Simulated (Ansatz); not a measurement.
In doubt: one-shot GW on d or f shells is unsure, so the values of those runs are not to be relied on.

Rows from a G0W0 calculation on BaSrCeTiO6 (F-43m) (Ansatz 0.2.0; G0W0 on PBE+U, plane waves, PAW; PAW set soft_1; 4×4×4 mesh, 624 empty bands, screening to 150 eV, PAW set soft_1 files), in eV. Spin-orbit coupling is left out.

```csv
row,k,band,start,Σx,Σc at the solution,Vxc
A,"(0.000, 0.000, -0.500)",v1,8.625,-24.918,4.452,-19.883
B,"(0.000, 0.000, -0.500)",v2,8.516,-24.630,4.398,-19.655
C,"(0.000, 0.000, -0.500)",c1,11.972,-22.311,-9.710,-32.928
D,Γ,v1,9.080,-25.454,4.525,-20.454
E,Γ,c1,11.813,-11.530,-6.223,-18.797
F,"(0.000, 0.000, -0.500)",c2,11.974,-22.792,-9.802,-33.475
```

**Question.** Give the quasiparticle energies and the shift of each level.

The quasiparticle equation reads E = start + Σx + Σc(E) − Vxc.

```csv
row,E (eV),shift (eV)
A,8.043,−0.583
B,7.940,−0.577
C,12.880,+0.908
D,8.605,−0.475
E,12.857,+1.045
F,12.856,+0.881
```

Limits: not at the basis limit; f levels unsure; no spin polarisation; f levels unsure; no spin-orbit coupling.

[Paths, hosts, dates, memory and timing lines, banners, echoed tables and standing remarks are left out of the program output.]

[Logs are printed without paths, hosts, clocks, repeated set-up lines and the standing remarks that a program may print on its own settings, such as how far it seeks lower states.]

[Runs of the session that timed out or met a known fault of the program may be left out.]

[Cells called generated may have been cut or substituted from an entry of the Crystallography Open Database or the Materials Project.]

[Hosts, paths, dates, database ids (printed as entryN), source tags and the programs' standing remarks are cut or masked in the printed files.]
